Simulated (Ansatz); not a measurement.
# How fast states decay through PbCl2F2, part 3 of 4

A new crystal, PbCl2F2: structure, gap and complex bands. It is built by putting Cl for part of the F in the PbF4 structure of space group I4/mmm, with the volume rescaled by atomic radii. The parent structure comes from the Materials Project.

Ansatz 0.2.0; PBE DFT, plane waves, PAW files (the session's first sound run).

So far, gap on the k-mesh (eV): step 3 (the bulk crystal and its band edges) 0.188; step 4 (complex bands, plane (110), k-mesh 6×6×6) 0.188.

The structure was built from a prototype and need not be the compound's stable phase.

### 5. Decaying states in the gap, plane (001)

Level of this step: PBE DFT, plane waves, PAW files; complex bands by layer matching along the plane's normal (Ansatz).

The same for the (001) plane, at (0, 0), (-0.5, -0.5) and (0.5, 0), to see how the decay depends on direction.

input.yaml

```yaml
crystal:
  lattice:
    - [5.263088305, 0.0, 0.0]
    - [0.0, 5.263088305, 0.0]
    - [2.631544153, 2.631544153, 4.722581906]
  atoms:
    - { symbol: Pb, position: [0.0, 0.0, 0.0] }
    - { symbol: F, position: [0.2134947751, 0.2134947751, 0.5730104498] }
    - { symbol: Cl, position: [0.0, 0.5, 0.0] }
    - { symbol: Cl, position: [0.5, 0.0, 0.0] }
    - { symbol: F, position: [0.7865052249, 0.7865052249, 0.4269895502] }
kpoints:
  mp_grid: { grid: [6, 6, 6] }
scf:
  occupations: { method: fixed }
hamiltonian:
  xc: pbe
output:
  eigenvalues: true
  transmission:
    leads: [[0, 0]]
    kpoints: [[0.0, 0.0], [-0.5, -0.5], [0.5, 0.0]]
    e_range: [-1.0, 1.19]
    de: 0.05
```

Launch:

```bash
> ansatz run input.yaml --threads 2 --pin off --max-ram 4096MiB --backend cpu --events-out ev --progress --plain --runs-dir out
```

Numbers of over 12 decimals in the logs are rounded to 6 here.

What it wrote:

```text
[...]
Crystal: 5 atoms, lattice volume = 130.816 Å³
Basis set: ecut = 420 eV, 2519 PW (Γ)
Bands: 26, of which v1, the nominal top of the filled ones, is band 21 counted from 1 (20 counted from 0)
Symmetry: 16 space group operations
[...]
k-points: 30 of 216
[...]
SCF iter   1: F=—  HF=-15681.817806 eV  |F-HF|=—  |Δ(HF+E_count)|=         —  Δρ=5.44e-3  dr2=4.18e-2  ethr=1.77e-3  ⟨swp⟩=5.1  Hψ=3284  notcnv=0  defer=77
[...]
SCF iter   7: F=-15681.808403 eV  HF=-15681.808403 eV  |F-HF|=1.28e-8  |Δ(HF+E_count)|=   3.04e-7  Δρ=2.90e-6  dr2=1.57e-8  ethr=2.38e-10  ⟨swp⟩=10.2  Hψ=3338  notcnv=0
SCF 1 converged in 7 iterations: F = -15681.808403 eV  dr2 = 1.57e-8
[...]
transmission: 6 of 18 steps passed
transmission: 12 of 18 steps passed
transmission: 18 of 18 steps passed
SCF converged after 7 iterations
Free energy (F): -15681.808403 eV
[...]
Internal energy: -15681.808403 eV  (E = F + TS)
E sigma→0 (E₀):  -15681.808403 eV
Fermi energy:    0.234752 eV
[...]
--- Band table (eV; the first three rows and the last of 30) ---
  k-point 0: bands = [... 17 lower, -0.4549, -0.3712, -0.3128, -0.3128, 0.4224, 7.8237, 9.5553, 9.7940, ... 1 higher]
  k-point 1: bands = [... 17 lower, -0.6080, -0.3264, -0.3140, -0.3140, 0.4766, 7.9060, 9.6140, 9.7988, ... 1 higher]
  k-point 2: bands = [... 17 lower, -0.8237, -0.3169, -0.3169, -0.2342, 0.4854, 8.2427, 9.6583, 9.7417, ... 1 higher]
  k-point 29: bands = [... 17 lower, -0.8832, -0.2364, -0.2128, 0.2347, 3.4052, 5.0622, 5.0891, 7.2409, ... 1 higher]
--- Transmission ---
  basis      : 241 plane waves across, 6 finite elements along
  points     : 3, as listed
[...]
crystal 0  : Cl2Pb1F2, at the sites [0, 0], period 4.7226 Å: whole cells are its period
[...]
channels       : 0.000000e0 a spin
[...]
slowest decay  : 0.1791 /Å at (0.0000, 0.0000)
```

Elapsed: 36 s, on 2 threads of Arm Neoverse V2, shared host; peak memory 0.69 GiB.

This step gave:

```yaml
fermi_energy: 0.2348 eV
level_to_which_the_leads_are_filled: 0.09381 eV from the Fermi level
decay_constant_at_the_filling_level_zone_centre: 0.1791 Å⁻¹
decay_constant_at_the_filling_level_slowest_listed_point: 0.1791 Å⁻¹
```

K parallel (0, 0); values up to 1.5 1/Å, a degenerate pair printed once or twice; energies at which all values exceed this have no row. Im kz of the slowest decaying states against energy, zero at the highest filled level on the SCF mesh:

```
energy (eV)  decay 1 (Å⁻¹)  decay 2 (Å⁻¹)  decay 3 (Å⁻¹)  decay 4 (Å⁻¹)
     -1.000          0.460          0.517          0.787           1.01
     -0.900          0.463          0.464          0.822           1.01
     -0.800          0.392          0.465          0.802          0.913
     -0.700          0.288          0.462          0.710          1.000
     -0.550          0.170          0.454          0.619          0.994
     -0.450          0.208          0.444          0.736          0.989
     -0.350          0.230          0.243          0.431          0.793
     -0.250          0.242          0.352          0.415          0.825
     -0.150          0.243          0.392          0.419          0.848
     -0.050          0.234          0.362          0.467          0.866
      0.000          0.223          0.342          0.487          0.873
      0.100          0.179          0.284          0.520          0.887
      0.200          0.143          0.548          0.899          0.960
      0.300          0.176          0.571          0.910          0.956
      0.400          0.282          0.591          0.919          0.951
      0.500          0.339          0.609          0.928          0.946
      0.600          0.378          0.624          0.936          0.941
      0.700          0.408          0.637          0.936          0.943
      0.850          0.444          0.655          0.929          0.953
      0.950          0.464          0.665          0.924          0.959
      1.050          0.481          0.674          0.919          0.965
      1.150          0.497          0.682          0.914          0.970
```

K parallel (-0.5, -0.5); values up to 1.5 1/Å, a degenerate pair printed once or twice; energies at which all values exceed this have no row. Table of Im kz of the slowest decaying states by energy, zero at the highest filled level on the SCF mesh:

| energy (eV) | decay 1 (Å⁻¹) | decay 2 (Å⁻¹) | decay 3 (Å⁻¹) | decay 4 (Å⁻¹) |
| --- | --- | --- | --- | --- |
| -1.000 | 0.337 | 0.600 | 1.03 | 1.44 |
| -0.900 | 0.381 | 0.592 | 1.07 | 1.43 |
| -0.850 | 0.400 | 0.585 | 1.09 | 1.43 |
| -0.750 | 0.434 | 0.565 | 1.10 | 1.43 |
| -0.650 | 0.463 | 0.530 | 1.10 | 1.42 |
| -0.550 | 0.459 | 0.489 | 1.10 | 1.42 |
| -0.500 | 0.371 | 0.501 | 1.10 | 1.42 |
| -0.400 | 0.295 | 0.524 | 0.546 | 1.08 |
| -0.300 | 0.486 | 0.544 | 0.587 | 1.06 |
| -0.250 | 0.535 | 0.554 | 0.601 | 1.04 |
| -0.150 | 0.573 | 0.606 | 0.623 | 0.994 |
| -0.050 | 0.590 | 0.641 | 0.657 | 0.881 |
| 0.000 | 0.0738 | 0.599 | 0.649 | 0.678 |
| 0.050 | 0.607 | 0.656 | 0.697 | 0.884 |
| 0.100 | 0.615 | 0.662 | 0.713 | 0.959 |
| 0.200 | 0.630 | 0.674 | 0.743 | 1.03 |
| 0.300 | 0.645 | 0.684 | 0.767 | 1.08 |
| 0.400 | 0.659 | 0.693 | 0.789 | 1.11 |
| 0.450 | 0.666 | 0.697 | 0.798 | 1.12 |
| 0.550 | 0.681 | 0.704 | 0.816 | 1.14 |
| 0.650 | 0.695 | 0.711 | 0.831 | 1.16 |
| 0.700 | 0.702 | 0.714 | 0.838 | 1.17 |
| 0.800 | 0.716 | 0.720 | 0.851 | 1.18 |
| 0.900 | 0.725 | 0.731 | 0.862 | 1.19 |
| 1.000 | 0.729 | 0.748 | 0.872 | 1.20 |
| 1.050 | 0.731 | 0.756 | 0.877 | 1.21 |
| 1.150 | 0.735 | 0.775 | 0.885 | 1.18 |

K parallel (0.5, 0); values up to 1.5 1/Å, a degenerate pair printed once or twice; energies at which all values exceed this have no row. Table of Im kz of the slowest decaying states by energy, zero at the highest filled level on the SCF mesh:

```
energy (eV)  decay 1 (Å⁻¹)  decay 2 (Å⁻¹)  decay 3 (Å⁻¹)  decay 4 (Å⁻¹)
     -1.000          0.352          0.477          0.796          0.906
     -0.900          0.250          0.459          0.865          0.873
     -0.850          0.446          0.839          0.985           1.35
     -0.750          0.361          0.388          0.749          0.763
     -0.650          0.480          0.574          0.662              -
     -0.550          0.376          0.539          0.716          0.755
     -0.500          0.268          0.562          0.755          0.777
     -0.400          0.338          0.611          0.796          0.807
     -0.300          0.431          0.661          0.810          0.829
     -0.250          0.458          0.689          0.809          0.838
     -0.150          0.496          0.773          0.854           1.49
     -0.050          0.523          0.792          0.868           1.47
      0.000          0.534          0.801          0.875           1.47
      0.050          0.544          0.809          0.881           1.46
      0.100          0.553          0.816          0.886           1.46
      0.200          0.568          0.830          0.897           1.44
      0.300          0.580          0.842          0.907           1.43
      0.400          0.591          0.852          0.916           1.42
      0.450          0.595          0.856          0.920           1.41
      0.550          0.603          0.865          0.928           1.40
      0.650          0.609          0.872          0.935           1.39
      0.700          0.612          0.875          0.938           1.38
      0.800          0.616          0.880          0.945           1.37
      0.900          0.620          0.848          0.921          0.951
      1.000          0.621          0.815          0.957          0.959
      1.050          0.622          0.804          0.959          0.973
      1.150          0.622          0.787          0.964          0.993
```

At the listed wavevectors the last open channel is at -0.45 eV and the next at +0.20 eV on the grid, wider than the gap, since narrow bands can fall between grid energies. At +0.10 eV, the grid energy nearest the filling level (the middle of the gap on the SCF mesh), the slowest state at the listed wavevectors decays with κ = 0.179 Å⁻¹, its amplitude falling by e over 5.6 Å; the first such run, plane (110), gave 0.0961 Å⁻¹.

### 6. Band edges at another level, cutoff 500 eV

This step: r2SCAN DFT, plane waves, PAW files (Ansatz 0.2.0).

The edges again with r2SCAN, at the same atoms. Against that run the cutoff is 500 eV against 420.

input.yaml

```yaml
crystal:
  lattice:
    - [-2.6315441527, 2.6315441527, 4.7225819062]
    - [2.6315441527, -2.6315441527, 4.7225819062]
    - [2.6315441527, 2.6315441527, -4.7225819062]
  atoms:
    - { symbol: Pb, position: [0.0, 0.0, 0.0] }
    - { symbol: F, position: [0.7865052249, 0.7865052249, 0.0] }
    - { symbol: Cl, position: [0.5, 0.0, 0.5] }
    - { symbol: Cl, position: [0.0, 0.5, 0.5] }
    - { symbol: F, position: [0.2134947751, 0.2134947751, 0.0] }
kpoints:
  mp_grid: { grid: [8, 8, 8] }
  band_path: { path: [VBM, CBM], npoints: 30 }
scf:
  occupations: { method: fixed }
hamiltonian:
  xc: r2scan
output:
  eigenvalues: true
```

What it wrote:

```text
[...]
Crystal: 5 atoms, lattice volume = 130.816 Å³
Basis set: ecut = 500 eV, 3329 PW (Γ), exchange–correlation on 180×180×180 points (64 copies of the dense FFT grid, shifted against one another)
Bands: 26, of which v1, the nominal top of the filled ones, is band 21 counted from 1 (20 counted from 0)
Symmetry: 16 space group operations
[...]
k-points: 59 of 512
[...]
SCF iter   1: F=—  HF=-15707.624816 eV  |F-HF|=—  |Δ(HF+E_count)|=         —  Δρ=7.08e-3  dr2=5.65e-2  dr2_τ=6.96e-2  ethr=1.77e-3  ⟨swp⟩=5.0  Hψ=6543  notcnv=0  defer=147
[...]
SCF iter   8: F=-15707.653075 eV  HF=-15707.653075 eV  |F-HF|=2.36e-9  |Δ(HF+E_count)|=   1.63e-7  Δρ=3.81e-6  dr2=1.83e-8  dr2_τ=9.08e-10  ethr=2.38e-10  ⟨swp⟩=10.9  Hψ=7178  notcnv=0
SCF 1 converged in 8 iterations: F = -15707.653075 eV  dr2 = 1.83e-8
[...]
SCF converged after 8 iterations
Free energy (F): -15707.653075 eV
[...]
Internal energy: -15707.653075 eV  (E = F + TS)
E sigma→0 (E₀):  -15707.653075 eV
Fermi energy:    -0.179673 eV
[...]
--- Band table (eV; the first three rows and the last of 59) ---
  k-point 0: bands = [... 17 lower, -0.8919, -0.8085, -0.7457, -0.7457, 0.2684, 8.0339, 9.7540, 10.1958, ... 1 higher]
  k-point 1: bands = [... 17 lower, -0.9767, -0.8663, -0.7826, -0.6833, 0.5735, 8.2586, 9.1604, 9.2935, ... 1 higher]
  k-point 2: bands = [... 17 lower, -1.3488, -0.7989, -0.7263, -0.5171, 1.3325, 7.5382, 7.8717, 8.3651, ... 1 higher]
  k-point 58: bands = [... 17 lower, -1.3326, -0.7509, -0.7509, -0.6214, 0.2910, 9.0568, 9.3206, 10.0259, ... 1 higher]
```

Wall time 23 s (2 threads); peak memory 0.79 GiB.

This step gave:

```yaml
free_energy: -15707.6531 eV
fermi_energy: -0.1797 eV
gap_on_the_k_mesh: 0.4480 eV
gap_on_path: 0.4480 eV, by band count; negative where bands overlap
direct_gap_on_path: 1.014 eV
```

Electronic bands along the path, in eV, zero at the Fermi level (highest filled level under fixed occupations); v1 is the highest filled band, c1 the lowest empty one:

```csv
point,v4,v3,v2,v1,c1,c2,c3,c4
VBM,-1.15,-0.51,-0.48,0.00,3.58,5.41,5.46,7.59
halfway,-1.17,-0.62,-0.55,-0.34,1.51,7.72,8.05,8.54
CBM,-0.71,-0.63,-0.57,-0.57,0.45,8.21,9.93,10.38
```

The searched edges give 0.448 eV, as on the mesh.

For the gap on the k-mesh, step 3 gave 0.188 eV; this run, with r2SCAN and cutoff 500 eV, gives 0.448 eV.

(Part 3 of 4 ends here.)

[Logs are printed without paths, hosts, clocks, repeated set-up lines and the standing remarks that a program may print on its own settings, such as how far it seeks lower states.]

[Hosts, paths, dates, database ids (printed as entryN), source tags and the programs' standing remarks are cut or masked in the printed files.]
